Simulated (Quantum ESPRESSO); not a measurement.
## Cr2O3 (Eskolaite): parallel and opposed starts

Wanted: the moments of Cr2O3 (Eskolaite) and the energy of each order that was tried.

Calculated with Quantum ESPRESSO 7.5; LDA; plane waves with GBRV 1.5 LDA potentials, no spin-orbit coupling.

Most raw output is cut from this account.

**1. The structure**

Symmetry: R-3c, No. 167, trigonal system. The conventional cell has a = 4.957 Å, b = 4.957 Å, c = 13.592 Å, α = 90.00°, β = 90.00°, γ = 120.00°. Cr has 6 O at 1.96 to 2.01 Å nearest. Nearest to O lie 4 Cr at 1.96 to 2.01 Å. Farther neighbours and most contacts between anions are not listed.

The cell comes from the Crystallography Open Database.

**2. Start 1: ferro ++++**

The signs are those of the starting moments on the seeded atoms, the atoms that are given a moment.

The input, pw.in:

```
&CONTROL
  calculation = 'scf'
  prefix = 'pwscf'
  outdir = './tmp'
  pseudo_dir = './pseudo'
  disk_io = 'nowf'
/
&SYSTEM
  ibrav = 0
  nat = 10
  ntyp = 2
  ecutwfc = 40
  ecutrho = 280
  nbnd = 66
  occupations = 'smearing'
  smearing = 'fd'
  degauss = 0.00367493
  nspin = 2
  starting_magnetization(1) = 0.2143
  starting_magnetization(2) = 0
/
&ELECTRONS
  conv_thr = 2d-08
  electron_maxstep = 150
  mixing_beta = 0.3
/
ATOMIC_SPECIES
Cr     51.9961 cr_lda_v1.5.uspp.F.UPF
O      15.9990 o_lda_v1.2.uspp.F.UPF
CELL_PARAMETERS angstrom
   2.4785000000    1.4309626422    4.5307666667
  -2.4785000000    1.4309626422    4.5307666667
   0.0000000000   -2.8619252844    4.5307666667
ATOMIC_POSITIONS crystal
Cr      0.3474800000    0.3474800000    0.3474800000
Cr      0.1525200000    0.1525200000    0.1525200000
Cr      0.6525200000    0.6525200000    0.6525200000
Cr      0.8474800000    0.8474800000    0.8474800000
O       0.5558000000    0.9442000000    0.2500000000
O       0.2500000000    0.5558000000    0.9442000000
O       0.9442000000    0.2500000000    0.5558000000
O       0.4442000000    0.0558000000    0.7500000000
O       0.7500000000    0.4442000000    0.0558000000
O       0.0558000000    0.7500000000    0.4442000000
K_POINTS automatic
6 6 6 0 0 0
```

Started as:

```bash
OMP_NUM_THREADS=1 mpirun -n 4 pw.x -nk 4 -in pw.in > pw.out
```

It took 1.7 min on 4 MPI ranks of Arm Neoverse V1, shared host; peak memory 0.73 GiB.

Spin moment in the atom's sphere by atom:

| atom | spin moment in the atom's sphere (μB) |
| --- | --- |
| Cr1 | 2.40 |
| Cr2 | 2.40 |
| Cr3 | 2.40 |
| Cr4 | 2.40 |
| O5 | 0.02 |
| O6 | 0.02 |
| O7 | 0.02 |
| O8 | 0.02 |
| O9 | 0.02 |
| O10 | 0.02 |

This step gave:

* smearing term TS: 0.008999 eV
* magnetization: 11.94 μB
* absolute magnetization: 12.08 μB
* final state: ferromagnetic

Spin density in the ac plane of the conventional cell at fractional y = 0.000, with atoms of Cr and O within 0.2 Å of it.

Ten even steps from '_' (0.0 e/Å³) to '@' (3.4 e/Å³), each cell a mean:
```
____________________________
____________________________
==..______________________::
@@==..__________________::%%
==______________________..--
____________________________
____________________________
**..____________________..++
@@++..__________________..**
::________________________..
____________________________
____________________________
____________________________
____________________________
--______________________..--
@@==..__________________::%%
==::______________________::
____________________________
____________________________
##--______________________--
@@--____________________::##
::________________________..
____________________________
____________________________
```
Columns run along a (5.0 Å), rows up along c (13.6 Å), edges of the conventional cell, whose origin can differ from the input's. Atoms in or near the plane, at fractional coordinates: Cr at (0.00, 0.85), Cr at (0.00, 0.65), Cr at (0.00, 0.15), Cr at (0.00, 0.35), O at (0.31, 0.75), O at (0.33, 0.42), O at (0.36, 0.08), O at (0.69, 0.25), O at (0.67, 0.58), O at (0.64, 0.92).

Valence density in the ac plane of the conventional cell at fractional y = 0.000, with atoms of Cr and O within 0.2 Å of it. It is the smooth field of the valence electrons, not physical close to the nuclei.

Values in e/Å³, 24 rows by 14 columns, each cell a mean:
```
 0  0  0  0  0  0  0  0  1  1  1  0  0  0
 0  0  0  0  0  0  0  1  4  6  3  1  0  0
 6  2  0  0  0  0  0  1  3  4  3  1  1  4
11  9  1  0  0  0  0  0  0  0  0  1  4 13
 6  2  1  1  1  1  0  0  0  0  0  0  1  5
 0  0  1  4  6  4  1  0  0  0  0  0  0  0
 1  1  1  3  5  3  1  0  0  0  0  0  0  1
 9  4  1  1  1  0  0  0  0  0  0  0  2  8
10  8  1  0  0  0  0  0  1  1  1  1  3 11
 2  1  0  0  0  0  0  1  4  6  3  1  1  2
 0  0  0  0  0  0  0  1  3  4  2  1  0  0
 0  0  0  0  0  0  0  0  0  1  0  0  0  0
 0  0  0  0  1  1  1  0  0  0  0  0  0  0
 0  0  0  2  5  5  2  1  0  0  0  0  0  0
 6  2  1  2  4  4  2  0  0  0  0  0  1  4
10  9  1  0  0  0  0  0  0  0  0  0  4 13
 6  3  0  0  0  0  0  0  1  1  1  1  1  4
 0  0  0  0  0  0  0  1  2  6  5  2  1  0
 1  0  0  0  0  0  0  0  2  4  4  2  1  1
10  5  1  0  0  0  0  0  0  1  1  1  2  8
11  7  1  1  1  1  1  0  0  0  0  0  3 12
 2  1  1  2  5  6  2  1  0  0  0  0  1  2
 0  0  0  1  4  4  2  0  0  0  0  0  0  0
 0  0  0  0  0  1  0  0  0  0  0  0  0  0
```
Columns run along a (5.0 Å), rows up along c (13.6 Å), edges of the conventional cell, whose origin can differ from the input's. Atoms in or near the plane, at fractional coordinates: Cr at (0.00, 0.85), Cr at (0.00, 0.65), Cr at (0.00, 0.15), Cr at (0.00, 0.35), O at (0.31, 0.75), O at (0.33, 0.42), O at (0.36, 0.08), O at (0.69, 0.25), O at (0.67, 0.58), O at (0.64, 0.92).

**3. Start 2: antiferro +−−+**

pw.in: that of step 2 with these lines changed.

```diff
@@ -10,6 +10,6 @@
   nat = 10
-  ntyp = 2
+  ntyp = 3
   ecutwfc = 40
   ecutrho = 280
-  nbnd = 66
+  nbnd = 60
   occupations = 'smearing'
@@ -19,3 +19,4 @@
   starting_magnetization(1) = 0.2143
-  starting_magnetization(2) = 0
+  starting_magnetization(2) = -0.2143
+  starting_magnetization(3) = 0
 /
@@ -27,3 +28,4 @@
 ATOMIC_SPECIES
-Cr     51.9961 cr_lda_v1.5.uspp.F.UPF
+Cr1    51.9961 cr_lda_v1.5.uspp.F.UPF
+Cr2    51.9961 cr_lda_v1.5.uspp.F.UPF
 O      15.9990 o_lda_v1.2.uspp.F.UPF
@@ -34,6 +36,6 @@
 ATOMIC_POSITIONS crystal
-Cr      0.3474800000    0.3474800000    0.3474800000
-Cr      0.1525200000    0.1525200000    0.1525200000
-Cr      0.6525200000    0.6525200000    0.6525200000
-Cr      0.8474800000    0.8474800000    0.8474800000
+Cr1     0.3474800000    0.3474800000    0.3474800000
+Cr2     0.1525200000    0.1525200000    0.1525200000
+Cr2     0.6525200000    0.6525200000    0.6525200000
+Cr1     0.8474800000    0.8474800000    0.8474800000
 O       0.5558000000    0.9442000000    0.2500000000
```

It took 1.7 min on 4 MPI ranks; peak memory 0.76 GiB.

Spin moment in the atom's sphere by atom:

| atom | spin moment in the atom's sphere (μB) |
| --- | --- |
| Cr1 | 2.18 |
| Cr2 | -2.18 |
| Cr3 | -2.18 |
| Cr4 | 2.18 |
| O5 | 0.00 |
| O6 | 0.00 |
| O7 | 0.00 |
| O8 | 0.00 |
| O9 | 0.00 |
| O10 | 0.00 |

Read from the output:

- smearing term TS: 4.43e-6 eV
- magnetization: 0 μB
- absolute magnetization: 11.07 μB
- final state: antiferromagnetic

Spin density in the ac plane of the conventional cell at fractional y = 0.000, with atoms of Cr and O within 0.2 Å of it.

Ten even steps from '0' (-3.0 e/Å³) to '9' (3.1 e/Å³), each cell a mean:
```
44444444444444
55444444444445
75544444544455
97554444444569
75444444444556
54444544444445
44454444444444
14444444444431
02444444444441
34444444445444
44444444444444
44444444444444
44444444444444
55444544444445
65444444444556
97544444444569
75544444444456
54444444444445
44444444445444
02444444444443
03444444444430
34445444444444
44444444444444
44444444444444
```
Columns run along a (5.0 Å), rows up along c (13.6 Å), edges of the conventional cell, whose origin can differ from the input's. Atoms in or near the plane, at fractional coordinates: Cr at (0.00, 0.85), Cr at (0.00, 0.65), Cr at (0.00, 0.15), Cr at (0.00, 0.35), O at (0.31, 0.75), O at (0.33, 0.42), O at (0.36, 0.08), O at (0.69, 0.25), O at (0.67, 0.58), O at (0.64, 0.92).

Valence density in the ac plane of the conventional cell at fractional y = 0.000, with atoms of Cr and O within 0.2 Å of it. It is the smooth field of the valence electrons, not physical close to the nuclei.

Ten even steps from '_' (0 e/Å³) to '@' (13 e/Å³), each cell a mean:
```
____________________________
________________--==::______
==..____________::--..____--
%%**____________________::@@
==..______________________--
______--==--________________
______::--::________________
**--____________________..**
##**____________________::%%
..______________--==::____..
________________::--..______
____________________________
____________________________
______..--==..______________
==..__..::--..____________--
##**____________________::@@
==..______________________--
________________..====..____
________________..----..____
##--____________________..**
%%++____________________::@@
..____..--==..____________..
______..::--..______________
____________________________
```
Columns run along a (5.0 Å), rows up along c (13.6 Å), edges of the conventional cell, whose origin can differ from the input's. Atoms in or near the plane, at fractional coordinates: Cr at (0.00, 0.85), Cr at (0.00, 0.65), Cr at (0.00, 0.15), Cr at (0.00, 0.35), O at (0.31, 0.75), O at (0.33, 0.42), O at (0.36, 0.08), O at (0.69, 0.25), O at (0.67, 0.58), O at (0.64, 0.92).

**4. Start 3: antiferro ++−−**

pw.in: that of step 3 with these lines changed.

```diff
@@ -37,5 +37,5 @@
 Cr1     0.3474800000    0.3474800000    0.3474800000
-Cr2     0.1525200000    0.1525200000    0.1525200000
+Cr1     0.1525200000    0.1525200000    0.1525200000
 Cr2     0.6525200000    0.6525200000    0.6525200000
-Cr1     0.8474800000    0.8474800000    0.8474800000
+Cr2     0.8474800000    0.8474800000    0.8474800000
 O       0.5558000000    0.9442000000    0.2500000000
```

It took 100 s on 4 MPI ranks; peak memory 0.63 GiB; 6.6 min of CPU time.

Spin moment in the atom's sphere by atom:

| atom | spin moment in the atom's sphere (μB) |
| --- | --- |
| Cr1 | 2.19 |
| Cr2 | 2.19 |
| Cr3 | -2.19 |
| Cr4 | -2.19 |
| O5 | -0.01 |
| O6 | -0.01 |
| O7 | -0.01 |
| O8 | 0.01 |
| O9 | 0.01 |
| O10 | 0.01 |

Numbers from this step:

| Property | Result |
| --- | --- |
| smearing term TS | 1.66e-4 eV |
| magnetization | 0 μB |
| absolute magnetization | 11.06 μB |
| final state | antiferromagnetic |

**5. Energies of the orders**

An order is kept where moments of 0.15 μB or more survive with the typed signs; meshes match where a doubled cell samples the same k points as the first cell.

Orders:

| start | final state | typed order kept | energy over the lowest (meV a seeded atom) | largest site moment (μB) | net moment (μB a cell of the first run) | mesh matched | CPU time (s) |
| --- | --- | --- | --- | --- | --- | --- | --- |
| ferro ++++ | ferromagnetic | yes | 163.1 | 2.396 | 11.94 | yes | 415.7 |
| antiferro +--+ | antiferromagnetic | yes | 0 | 2.176 | 0 | yes | 410.3 |
| antiferro ++-- | antiferromagnetic | yes | 72.42 | 2.186 | 0 | yes | 398.5 |

**6. Energy mapping**

E = −Σ J e·e over ordered pairs of unit vectors, so each pair counts twice. As many shells are taken as there are differences of energy, so the couplings are solved for and no residual tests the model; further shells are folded in, and shells whose pairs keep their relative signs in all orders cancel and are not probed. Couplings from the energies:

| pair | distance (Å) | neighbours an atom | J (meV) |
| --- | --- | --- | --- |
| Cr-Cr | 2.65 | 1 | -36.21 |
| Cr-Cr | 2.888 | 3 | -15.12 |

**7. Outcome**

```yaml
lowest_state_found: antiferromagnetic (from antiferro +--+)
largest_site_moment: 2.18 μB
next_state_with_moments: antiferromagnetic, 72.4 meV a seeded atom higher
j_of_the_weightiest_shell: -15.1 meV
```

In words: The largest moment changes by 9.2 % between the kept orders, a modest change. This is the lowest of 3 collinear or spinless starts, no proof of the ground state. No Hubbard term acts here. In such compounds local and semilocal functionals without one often delocalise the d electrons, and can shrink or lose moments and miss the size, sign and order of the couplings.

[Logs and program files are shortened in this print: banners, set-up blocks, solver, clock and traceback lines can be left out without a mark of their own.]

[Logs are printed without paths, hosts, clocks, repeated set-up lines and the standing remarks that a program may print on its own settings, such as how far it seeks lower states.]

[Hosts, paths, dates, database ids (printed as entryN), source tags and the programs' standing remarks are cut or masked in the printed files.]

[Where a cell is said to come from a database of computed structures, the database is the Materials Project.]
